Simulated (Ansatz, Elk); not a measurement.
# VP2Rh: X-ray structure factors from the self-consistent density

The structure of VP2Rh used here is made up (a known structure type with other elements) and was relaxed beforehand with PBEsol. The aim is the Fourier transform of its all-electron density, F(hkl), set beside the sum over free spherical atoms that refinements use.

Method: DFT, PBE, all-electron APW+lo, Dirac cores, scalar-relativistic bands, static density, no spin, in Elk 11.2.3 (patched build).

The structure was built from a prototype and need not be the compound's stable phase.

### Step 1. The structure

Symmetry: P-3m1, No. 164, trigonal system. The conventional cell has a = 3.317 Å, b = 3.317 Å, c = 5.717 Å, α = 90.00°, β = 90.00°, γ = 120.00°. Rh has 6 P at 2.38 Å nearest. V has 6 P at 2.40 Å nearest. Nearest to P lie 3 Rh at 2.38 Å and 3 V at 2.40 Å. Farther neighbours are not listed.

### Step 2. Ground state and structure factors

An all-electron density is needed, since X-rays see the cores too. Task 0 finds the density and task 195 Fourier-transforms it; tshift is off so that phases refer to the origin typed.

File elk.in:

```
tasks
  0
  195

xctype
  20

spinpol
  .false.

rgkmax
  7.0

gmaxvr
  14.0

lmaxo
  7

lmaxapw
  8

swidth
  0.002

tshift
  .false.

ramdisk
  .false.

hmaxvr
  5.5

maxscl
  120

epspot
  1e-06

sppath
  './'

avec
  6.26836887960 0.00000000000 0.00000000000
  -3.13418443980 5.42856669003 -0.00000000000
  0.00000000000 -0.00000000000 10.80323425201

atoms
  3
  'Rh.in'
  1
  0.0000000000 -0.0000000000 0.5000000000   0.000000 0.000000 0.000000
  'V.in'
  1
  -0.0000000000 -0.0000000000 0.0000000000   0.000000 0.000000 0.000000
  'P.in'
  2
  0.3333333333 0.6666666667 0.7475235131   0.000000 0.000000 0.000000
  0.6666666667 0.3333333333 0.2524764869   0.000000 0.000000 0.000000

ngridk
  8 8 4
```

Started as:

```console
> OMP_NUM_THREADS=4 elk
```

Numbers of over 12 decimals in the logs are rounded to 6 here.

Log:

```text
┌─────────────────────────┐
│ Elk code version 11.2.3 │
└─────────────────────────┘

All units are atomic (Hartree, Bohr, etc.)

┌─────────────────────────────────────────────────┐
│ Ground-state run starting from atomic densities │
└─────────────────────────────────────────────────┘

Lattice vectors :
   6.268368880       0.000000000       0.000000000
  -3.134184440       5.428566690      -0.000000000
   0.000000000      -0.000000000       10.80323425

Reciprocal lattice vectors :
   1.002363682      0.5787149413       0.000000000
  -0.000000000       1.157429883       0.000000000
  -0.000000000       0.000000000      0.5816022462

Unit cell volume      :    367.6152478
Brillouin zone volume :   0.6747549645

Muffin-tin inner radius fraction :   0.1000000000E-01

Nuclei treated as point charges

Species : 1 (Rh)
 parameters loaded from : Rh.in
 name : rhodium
 nuclear charge    :   -45.00000000
 electronic charge :    45.00000000
 atomic mass :    187585.2511
 muffin-tin radius :    2.410299318
 number of radial points in muffin-tin :   1193
 inner part over the whole radius :   0.9883886074E-02
 number on inner part of muffin-tin    :    847
 approximate nuclear radius :   0.8524867730E-04
 number of mesh points to nuclear radius :    425
 atomic positions (lattice), magnetic fields (Cartesian) :
  1 :   0.00000000  0.00000000  0.50000000    0.00000000  0.00000000  0.00000000

Species : 2 (V)
 parameters loaded from : V.in
 name : vanadium
 nuclear charge    :   -23.00000000
 electronic charge :    23.00000000
 atomic mass :    92860.67382
 muffin-tin radius :    2.400000000
 number of radial points in muffin-tin :    993
 inner part over the whole radius :   0.9920165687E-02
 number on inner part of muffin-tin    :    699
 approximate nuclear radius :   0.6897515165E-04
 number of mesh points to nuclear radius :    327
 atomic positions (lattice), magnetic fields (Cartesian) :
  1 :   0.00000000  0.00000000  0.00000000    0.00000000  0.00000000  0.00000000

Species : 3 (P)
 parameters loaded from : P.in
 name : phosphorus
 nuclear charge    :   -15.00000000
 electronic charge :    15.00000000
 atomic mass :    56461.71230
 muffin-tin radius :    2.039484038
 number of radial points in muffin-tin :    793
 inner part over the whole radius :   0.9833787305E-02
 number on inner part of muffin-tin    :    552
 approximate nuclear radius :   0.6081821256E-04
 number of mesh points to nuclear radius :    250
 atomic positions (lattice), magnetic fields (Cartesian) :
  1 :   0.33333333 -0.33333333 -0.25247649    0.00000000  0.00000000  0.00000000
  2 :  -0.33333333  0.33333333  0.25247649    0.00000000  0.00000000  0.00000000

Total number of atoms per unit cell :    4
Total muffin-tin volume :    187.6292543
 ratio of muffin-tin to unit cell volume :   0.5103957343

Spin treatment :
 spin-unpolarised

Number of Bravais lattice symmetries :   24
Number of crystal symmetries         :   12
Crystal has inversion symmetry
Real symmetric eigensolver will be used

k-point grid :      8     8     4
k-point offset :    0.000000000       0.000000000       0.000000000
k-point set is reduced with full crystal symmetry group
Total number of k-points :       35

Muffin-tin radius times maximum |G+k| :    7.000000000
 using average radius
Maximum |G+k| for APW functions       :    3.149865873
Maximum (1/2)|G+k|²                   :    4.960827509
Maximum |G| for potential and density :    14.00000000
Constant for pseudocharge density :    8
 order of it for each species :   15  15  15
 order of it for pair densities of each species (exact exchange by exxq0 0: 16) :   12  11   7
Radial integration step length :    1

G-vector grid sizes :     28    28    49
Number of G-vectors :    16945

Maximum angular momentum used for
 APW functions            :    8
 outer part of muffin-tin :    7
 inner part of muffin-tin :    2

Total nuclear charge    :   -98.00000000
Total core charge       :    58.00000000
Total valence charge    :    40.00000000
[...]
correlation                 :     -4.666352
 electron entropic           :    -0.84643757139080E-03
 total energy                :     -6419.5891793781

Density of states at Fermi energy :    63.10404079
 (states/Hartree/unit cell)

Estimated indirect band gap :   0.1008059074E-02
 from k-point 15 to k-point 29
Estimated direct band gap   :   0.9747458579E-02
 at k-point 15

Charges :
 core                        :    58.00000000
 valence                     :    40.00000000
 interstitial                :    6.764884015
 muffin-tins (core leakage)
  species : 1 (Rh)
   atom 1                    :    42.71753825     ( -0.2544614404E-06)
  species : 2 (V)
   atom 1                    :    22.34072953     ( -0.2221793967E-06)
  species : 3 (P)
[...]
total in muffin-tins        :    91.23511598
 total calculated charge     :    97.99743402
 total charge                :    98.00000000
 error                       :   0.2565984725E-02

RMS change in Kohn-Sham potential (target) :   0.5059167970     (  0.1000000000E-05)
Absolute change in total energy (target)   :   0.4296614416     (  0.1000000000E-03)

[... loops 3 to 16 left out ...]

┌──────────────────┐
│ Loop number : 17 │
└──────────────────┘

Energies :
 Fermi                       :     0.387158
 sum of occupied eigenvalues :     -3780.7897711088
 electron kinetic            :      6633.9588520352
 core electron kinetic       :      6381.9907807272
 Coulomb                     :     -12821.816138946
 Coulomb potential           :     -10114.351123301
 nuclear-nuclear             :     -838.73150985145
 electron-nuclear            :     -13875.702695451
 Hartree                     :      1892.6180663556
 Madelung                    :     -7764.6405772959
 xc potential                :     -300.39749984292
 exchange                    :     -226.35055630298
 correlation                 :     -4.669222
 electron entropic           :    -0.65401545175706E-03
 total energy                :     -6418.8777192531

Density of states at Fermi energy :    48.62402056
 (states/Hartree/unit cell)

Estimated indirect band gap :   0.1116651225E-02
 from k-point 14 to k-point 32
Estimated direct band gap   :   0.9017960807E-02
 at k-point 27

Charges :
 core                        :    58.00000000
 valence                     :    40.00000000
 interstitial                :    6.399171646
 muffin-tins (core leakage)
  species : 1 (Rh)
[...]
species : 2 (V)
[...]
species : 3 (P)
[...]
total in muffin-tins        :    91.60082835
 total calculated charge     :    97.99758185
 total charge                :    98.00000000
 error                       :   0.2418145520E-02

RMS change in Kohn-Sham potential (target) :   0.2268131630E-06 (  0.1000000000E-05)
Absolute change in total energy (target)   :   0.5290997706E-04 (  0.1000000000E-03)

Convergence targets achieved

┌──────────────────┐
│ Loop number : 18 │
└──────────────────┘

Energies :
 Fermi                       :     0.387159
 sum of occupied eigenvalues :     -3780.7897640882
 electron kinetic            :      6633.9588528971
 core electron kinetic       :      6381.9907832084
 Coulomb                     :     -12821.816133848
 Coulomb potential           :     -10114.351126109
 nuclear-nuclear             :     -838.73150985145
 electron-nuclear            :     -13875.702682490
 Hartree                     :      1892.6180584940
 Madelung                    :     -7764.6405707929
 xc potential                :     -300.39749087587
 exchange                    :     -226.35055596274
 correlation                 :     -4.669222
 electron entropic           :    -0.65401561963487E-03
 total energy                :     -6418.8777129547

Density of states at Fermi energy :    48.62403524
 (states/Hartree/unit cell)

Estimated indirect band gap :   0.1116646069E-02
 from k-point 14 to k-point 32
Estimated direct band gap   :   0.9017950505E-02
 at k-point 27

Charges :
 core                        :    58.00000000
 valence                     :    40.00000000
 interstitial                :    6.399171853
 muffin-tins (core leakage)
  species : 1 (Rh)
[...]
species : 2 (V)
   atom 1                    :    21.82370410     ( -0.2221821092E-06)
  species : 3 (P)
   atom 1                    :    12.97387594     (  0.8024966100E-03)
   atom 2                    :    12.97387594     (  0.8024966100E-03)
 total in muffin-tins        :    91.60082815
 total calculated charge     :    97.99758185
 total charge                :    98.00000000
 error                       :   0.2418145386E-02

┌──────────────────────────────┐
│ Self-consistent loop stopped │
└──────────────────────────────┘

Warning : core states of species 3 leak from the muffin-tin :   0.8024966100E-03

Wrote STATE.OUT
```

The job ended after 21 s (4 threads of Arm Neoverse V1, shared host; peak memory 0.16 GiB).

SFACRHO.OUT:

```text

h k l indices transformed by vhmat matrix:
   1.000000000       0.000000000       0.000000000    
   0.000000000       1.000000000       0.000000000    
   0.000000000       0.000000000       1.000000000    

      h      k      l  multipl.   |H|            Re(F)            Im(F)           |F|

      0      0      0      1   0.0000000       97.999999      0.70088850E-16   97.999999    
      0      0     -1      2  0.58160225      -21.758069      0.12754216E-13   21.758069    
      0     -1      0      6   1.1574299       44.309179     -0.12754216E-14   44.309179    
      0      0      2      2   1.1632045       33.231321      0.23236587E-13   33.231321    
      1     -1      1      6   1.2953398      -37.199011     -0.11478794E-13   37.199011    
      1      0      1      6   1.2953398     -0.76365679     -0.15305059E-13  0.76365679    
      1     -1     -2      6   1.6409414       57.550312     -0.20406746E-13   57.550312    
      0      1      2      6   1.6409414       58.454205      0.21682167E-13   58.454205    
      0      0     -3      2   1.7448067      -16.873534      0.45915178E-13   16.873534    
      1     -2      0      6   2.0047274       61.374399      0.75517092E-14   61.374399    
     -1      2     -1     12   2.0873890      -16.586806      0.10203373E-13   16.586806    
      1      0     -3      6   2.0937991      -2.2890483      0.35711805E-13   2.2890483    
      0      1     -3      6   2.0937991      -31.256412      0.45915178E-13   31.256412    
      0     -2      0      6   2.3148598       32.986051     -0.25508432E-14   32.986051    
      1      1     -2     12   2.3177525       25.161910     -0.76126727E-14   25.161910    
      0      0     -4      2   2.3264090       56.917680     -0.36588657E-13   56.917680    
      2     -2      1      6   2.3868047      -1.7903167     -0.89279512E-14   1.7903167    
      0     -2      1      6   2.3868047      -29.005302     -0.15305059E-13   29.005302
```

Elk indexes on the primitive cell of elk.in and gives |H| = 4π sin θ/λ in inverse bohr. Below, one row stands for each form hkl of the conventional cell (m members, Friedel mates merged), F is for one primitive cell and the density is static (no thermal factor). Free-atom factors are Waasmaier and Kirfel's, and R is Σm||F|−|F'||/Σm|F|.

```
hkl   m  sin θ/λ (Å⁻¹)  abs F, DFT  neutral atoms   diff.
001   2          0.087      21.758         21.958  -0.200
100   6          0.174      44.309         44.486  -0.177
002   2          0.175      33.231         33.498  -0.267
011   6          0.195      37.199         37.148  +0.051
101   6          0.195       0.764          0.957  -0.194
102   6          0.247      57.550         57.882  -0.331
012   6          0.247      58.454         58.894  -0.440
003   2          0.262      16.873         16.651  +0.223
110   6          0.301      61.374         61.748  -0.374
111  12          0.314      16.587         16.627  -0.041
013   6          0.315       2.289          2.178  +0.111
103   6          0.315      31.256         31.299  -0.042
200   6          0.348      32.986         33.163  -0.177
112  12          0.348      25.162         25.102  +0.060
004   2          0.350      56.918         57.121  -0.203
021   6          0.359       1.790          1.637  +0.153
201   6          0.359      29.005         29.131  -0.126
022   6          0.390      45.821         45.752  +0.070
```

### Step 3. The highest occupied states alone

An energy window below the Fermi level keeps the highest occupied states, to see at which angles they scatter; shallow core shells can lie inside it and anion s states outside. No new self-consistency is needed.

Edit elk.in of step 2 so:

```diff
@@ -1,3 +1,2 @@
 tasks
-  0
   195
@@ -40,2 +39,5 @@
 
+wsfac
+  0.019670 0.687160
+
 sppath
```

Started as:

```console
> OMP_NUM_THREADS=4 elk
```

Log:

```text
┌─────────────────────────────────┐
│ Elk code version 11.2.3 started │
└─────────────────────────────────┘

Info(readinput): the functional depends on the density's gradient
 muffin-tin radial points multiplied by    2.00000
 (not where nrmtscf is given)

┌────────────────────┐
│ Current task : 195 │
└────────────────────┘
Info(checkmt): changed muffin-tin radius of species 1 (Rh) from   2.6000 to   2.4103
Info(checkmt): changed muffin-tin radius of species 3 (P) from   2.2000 to   2.0395

Info(sfacrho): density structure factors written to SFACRHO.OUT

 Energy window :   0.1967000000E-01  0.6871600000

┌──────────────────┐
│ Elk code stopped │
└──────────────────┘
```

Run time: 6.7 s. Hardware: 4 threads; peak memory 0.16 GiB; 9 s of CPU time.

States within 10 eV below the Fermi level hold 20.00 electrons; any levels below the window count with the cores. Their amplitudes can exceed the total, where window and core parts have opposite phase:

```
hkl  sin θ/λ (Å⁻¹)  abs F, window  abs F, all
001          0.087          3.369      21.758
100          0.174          5.029      44.309
002          0.175          4.118      33.231
011          0.195          3.127      37.199
101          0.195          0.793       0.764
102          0.247          3.461      57.550
012          0.247          3.263      58.454
003          0.262          1.256      16.873
110          0.301          1.831      61.374
111          0.314          0.322      16.587
```

(Continued in part 2 of 2.)

[Logs are printed without paths, hosts, clocks, repeated set-up lines and the standing remarks that a program may print on its own settings, such as how far it seeks lower states.]

[Hosts, paths, dates, database ids (printed as entryN), source tags and the programs' standing remarks are cut or masked in the printed files.]
